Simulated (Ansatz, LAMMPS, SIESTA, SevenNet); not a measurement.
## Amorphous Zn20Hg10Se19S11 (60 atoms) in other programs, against a plane-wave reference

Wanted: errors and costs of other methods on amorphous Zn20Hg10Se19S11 (60 atoms). A plane-wave run serves as the reference.

Program: Ansatz 0.2.0. Level of theory: Kohn-Sham DFT, PBE, PAW, plane waves. Results are calculated unless marked as measured.

### Step 1. Set-up

The cell holds 60 atoms: 20 Zn, 10 Hg, 19 Se and 11 S. Its edges and angles: a = 11.236 Å, b = 11.236 Å, c = 11.236 Å, α = 90.0°, β = 90.0°, γ = 90.0°. 60 atoms (20 Zn, 10 Hg, 19 Se, 11 S) placed at random at 6.05 g/cm³, melted at 2500 K for 10 ps at fixed volume with the Stillinger-Weber II-VI potential (Zhou et al., Phys. Rev. B 88, 085309 (2013)). Quenched from 2500 K to 500 K at 100 K/ps and fixed volume, held 5 ps.

### Step 2. Plane-wave reference

The PAW files are the set soft_2.

Contents of input.yaml:

```yaml
crystal:
  lattice:
    - [11.2355, 0.0, 0.0]
    - [0.0, 11.2355, 0.0]
    - [0.0, 0.0, 11.2355]
  atoms:
    - { symbol: Zn, position: [0.18134, 0.31194, 0.91708] }
    - { symbol: Zn, position: [0.08494, 0.03294, 0.38424] }
    - { symbol: Zn, position: [0.85147, 0.35677, 0.85989] }
    - { symbol: Zn, position: [0.3724, 0.54526, 0.00514] }
    [... 50 atom lines left out ...]
    - { symbol: S, position: [0.9978, 0.35589, 0.01134] }
    - { symbol: S, position: [0.94251, 0.408, 0.67194] }
    - { symbol: S, position: [0.39273, 0.32565, 0.01611] }
    - { symbol: S, position: [0.72617, 0.66182, 0.49069] }
    - { symbol: S, position: [0.19163, 0.6582, 0.99516] }
    - { symbol: S, position: [0.43814, 0.63358, 0.78287] }
kpoints:
  mp_grid: { grid: [1, 1, 1] }
hamiltonian:
  xc: pbe
scf:
  occupations: { method: fermi_dirac, width: 0.05 }
output:
  forces: true
  eigenvalues: true
```

Run with:

```sh
ansatz run input.yaml --threads 8 --pin off --max-ram 31232MiB --backend cpu --events-out ev --progress --plain --runs-dir out
```

The program printed:

```text
[...]
Pseudopotentials: kind: paw
Pseudopotential: Zn, paw, valence charge 12, recommended cutoff 420 eV (normal), Zn.paw.azcp
Pseudopotential: Hg, paw, valence charge 20, recommended cutoff 420 eV (normal), Hg.paw.azcp
Pseudopotential: Se, paw, valence charge 16, recommended cutoff 420 eV (normal), Se.paw.azcp
Pseudopotential: S, paw, valence charge 6, recommended cutoff 420 eV (normal), S.paw.azcp
[...]
Crystal: 60 atoms, lattice volume = 1418.330 Å³
Basis set: ecut = 420 eV, 27633 PW (Γ), exchange–correlation on 160×160×160 points (8 copies of the dense FFT grid, shifted against one another)
Bands: 486, of which v1, the nominal top of the filled ones, is band 405 counted from 1 (404 counted from 0)
Symmetry: 1 space group operations
Space group: P1 (ITA 1), of the structure as read, at distance tolerance 1.1e-4 Å
k-points: 1
[...]
Initial density: superposition of atomic densities (neutral atoms: chi_scale 0, normalization atom), corrected by the library's trained network
Initial wavefunctions: pseudopotential atomic-orbital guess
[...]
SCF iter   1: F=—  HF=-318363.573105 eV  |F-HF|=—  |Δ(HF+E_count)|=         —  Δρ=4.82e-3  dr2=1.17e0  ethr=1.77e-3  ⟨swp⟩=6.0  Hψ=1708  notcnv=0  defer=12
preconditioner: auto → LDOS  [insulator: Δε(μ)=0.148 eV  Ē_g=10.237 eV  σ=0.050 eV  W_gap=0.63  n_scr=364 (ndim 8)  ℏωp=22.9 eV  f_vac=0.088  D(μ)=16.33/eV (n_scr^D=80)  ε∞_Penn≈6.0  β→1.0]
[...]
SCF iter  12: F=—  HF=-318363.456920 eV  |F-HF|=—  |Δ(HF+E_count)|=   4.10e-8  Δρ=3.02e-6  dr2=2.11e-7  ethr=8.24e-11  ⟨swp⟩=2.0  Hψ=660  notcnv=0  defer=67
SCF iter  13: F=-318363.456920 eV  HF=-318363.456920 eV  |F-HF|=5.33e-8  |Δ(HF+E_count)|=   2.28e-8  Δρ=1.53e-6  dr2=6.64e-8  ethr=1.23e-11  ⟨swp⟩=11.0  Hψ=2156  notcnv=0
SCF 1 converged in 13 iterations: F = -318363.456920 eV  dr2 = 6.64e-8
[...]
SCF converged after 13 iterations
Free energy (F): -318363.456920 eV
Harris-Foulkes:  -318363.456920 eV  (|F-HF|=5.33e-8)
Internal energy: -318363.245950 eV  (E = F + TS)
E sigma→0 (E₀):  -318363.351435 eV
Entropy (-TS):   -0.210970 eV (-3.516 meV/atom)
Fermi energy:    7.875478 eV
--- Per-component energies (eV) ---
[...]
Σ components = -318363.456920   (vs F -318363.456920, Δ=0.00e0)
--- Forces (eV/Å), atoms counted from 1 ---
  atom   1  Zn    -0.28120869    -0.56380964    -0.26807471
  atom   2  Zn     0.15790830     0.46784665    -0.02724012
  atom   3  Zn     0.20577243    -0.23757032    -0.28113709
  atom   4  Zn     0.03817999     0.63225949    -0.03136946
[...]
atom  60  S     -0.80192588    -1.40009992    -0.12381569
  max |Σ_I F_I| component: 7.95e-5 eV/Å
--- Band table (eV) ---
  k-point 0: bands = ["-107.2882", "-107.2534", "-107.1927", "-106.9349", [... 470 levels ...], "13.6788", "13.7152", "13.8230", "13.8592", "13.8922", "13.9220", "14.0546", "14.0892", "14.1816", "14.2489", "14.2894", "14.3452"]
```

Wall time 15 s (8 threads of Arm Neoverse V1, shared host); peak memory 2.2 GiB.

The run gave:

- free energy: -318363.4569 eV
- free energy per atom: -5306.0576 eV/atom
- SCF cycles: 13
- r.m.s. force component: 0.5895 eV/Å
- longest force: 2.011 eV/Å
- Fermi energy: 7.875 eV
- levels partly filled by over 2 per cent: 5

Neighbours are counted within 3.02 Å (Zn-Se), 2.93 Å (Zn-S), 2.54 Å (Se-S), 3.18 Å (Se-Hg), 3.12 Å (S-Hg).

Length of the force by element and coordination:

| element | coordination | atoms | mean length of the force (eV/Å) | spread | least | most |
| --- | --- | --- | --- | --- | --- | --- |
| Hg | all | 10 | 0.920 | 0.446 | 0.138 | 1.41 |
| Hg | 2 | 1 | 1.32 | 0 | 1.32 | 1.32 |
| Hg | 3 | 4 | 0.907 | 0.466 | 0.304 | 1.39 |
| Hg | 4 | 4 | 1.03 | 0.275 | 0.633 | 1.41 |
| Hg | 5 | 1 | 0.138 | 0 | 0.138 | 0.138 |
| S | all | 11 | 1.11 | 0.488 | 0.396 | 1.85 |
| S | 3 | 2 | 0.690 | 0.294 | 0.396 | 0.984 |
| S | 4 | 7 | 1.18 | 0.500 | 0.399 | 1.85 |
| S | 5 | 2 | 1.25 | 0.366 | 0.887 | 1.62 |
| Se | all | 19 | 1.10 | 0.470 | 0.249 | 2.01 |
| Se | 1 | 1 | 0.534 | 0 | 0.534 | 0.534 |
| Se | 3 | 6 | 1.18 | 0.543 | 0.672 | 2.01 |
| Se | 4 | 10 | 1.01 | 0.378 | 0.249 | 1.66 |
| Se | 5 | 2 | 1.56 | 0.255 | 1.30 | 1.81 |
| Zn | all | 20 | 0.593 | 0.308 | 0.0823 | 1.18 |
| Zn | 3 | 4 | 0.552 | 0.286 | 0.150 | 0.931 |
| Zn | 4 | 16 | 0.603 | 0.312 | 0.0823 | 1.18 |

The levels nearest the highest filled one (over half full), pooled over k-points and spins:

| level less the highest filled one (eV) | occupation |
| --- | --- |
| -0.618 | 2 |
| -0.386 | 2 |
| -0.273 | 2.00 |
| -0.188 | 1.98 |
| -0.0818 | 1.81 |
| 0 | 1.31 |
| 0.0654 | 0.678 |
| 0.154 | 0.161 |
| 0.203 | 0.064 |
| 0.375 | 0.002 |
| 0.473 | 0 |
| 0.795 | 0 |

### Step 3. The ladder

The programs:
- SIESTA 5.4.2: numerical atomic orbitals, whose automatically made sets are far from complete, with PseudoDojo norm-conserving potentials that we converted to its format (checked against plane waves on the same files for H, C, O, Si, Ge and Ca alone); labels give functional, basis size, energy shift and mesh cutoff.
- SevenNet: machine-learned potential, published weights.

All use the same cell and atoms; the electronic-structure runs use the same k-mesh, and an electronic temperature of 580 K (0.05 eV) where levels are smeared.

Differences are against the plane-wave reference, forces as r.m.s. over components; share is that over the reference's r.m.s. force, slope the least-squares factor from reference forces to these. Total energies of different programs have different zeros and aren't compared.

| run | Δ force, r.m.s. (meV/Å) | share (%) | slope | cores | CPU time | memory (GiB) |
| --- | --- | --- | --- | --- | --- | --- |
| reference | - | - | - | 8 | 1.8 min | 2.2 |
| SIESTA PBE, DZP, shift 0.01 Ry, mesh 350 Ry | 192 | 32.6 | 1.085 | 4 | 3.1 min | 1.5 |
| SIESTA PBE, SZ, shift 0.02 Ry, mesh 350 Ry (coarse) | 1804 | 306 | 1.036 | 4 | 2.1 min | 1.0 |
| SevenNet 0 potential | 170 | 28.8 | 0.896 | 4 | 9.6 s | 0.67 |

Rows marked coarse were listed beforehand as settings not expected to be converged; some can still land near the reference.

Times of the machine-learned potentials are mostly Python's start and the loading of weights.

CPU time is summed over cores on a shared host, where runs went side by side, so it is rough. Symmetry, cutoffs, thresholds, outputs and thread counts weren't matched or tuned between programs; memory under MPI is the largest rank's times the ranks.

### Step 4. What came out

| Item | Value |
| --- | --- |
| reference r.m.s. force component | 0.590 eV/Å |
| nearest in forces | SevenNet 0 potential, 29 % |
| farthest in forces | SIESTA PBE, SZ, shift 0.02 Ry, mesh 350 Ry (coarse), 306 % |
| cheapest electronic-structure run beside the reference | SIESTA PBE, SZ, shift 0.02 Ry, mesh 350 Ry, 2.1 min of CPU time |

What this shows: The PBE run in local orbitals, coarse settings apart, differs by 33 % (SIESTA PBE, DZP, shift 0.01 Ry, mesh 350 Ry); basis, grid and potentials can all enter. Machine-learned potentials differ by 29 % (SevenNet 0 potential); they were trained on other programs' data. Runs with settings chosen to be coarse differ by 306 % (SIESTA PBE, SZ, shift 0.02 Ry, mesh 350 Ry), their programs' other errors included. None of the electronic-structure runs in the table takes under half the reference's CPU time of 1.8 min; they take 1.2 to 1.8 times as much. In the reference: counting bands leaves a spacing of only 0.065 eV (at Γ alone), which the smearing bridges: 5 levels are partly filled by over 2 %, so a gap, if any, is small at this level. The potentials hold different valence shells: 810 electrons in the reference, 970 in SIESTA; this bears on time and differences. Machine-learned potentials mimic data converged in k, so the reference's own k-point error enters their differences. The quench rate of 100 K/ps is many orders above laboratory rates, so the cell is likely richer in defects and strain than a real sample. The network of bonds at the start is that of the classical potential that made the cell, and needn't be the one that DFT or experiment would give. The electronic-structure runs sample only Γ, in a cell whose shortest periodic width is 11 Å, which is coarse for a cell with partly filled levels. Spin–orbit coupling is left out, which matters for the levels of the heavy elements.

[Also dropped from logs without a mark: logging warnings of Python, and SIESTA's first energy breakdown and zero terms.]

[Logs are printed without paths, hosts, clocks, repeated set-up lines and the standing remarks that a program may print on its own settings, such as how far it seeks lower states.]

[Hosts, paths, dates, database ids (printed as entryN), source tags and the programs' standing remarks are cut or masked in the printed files.]
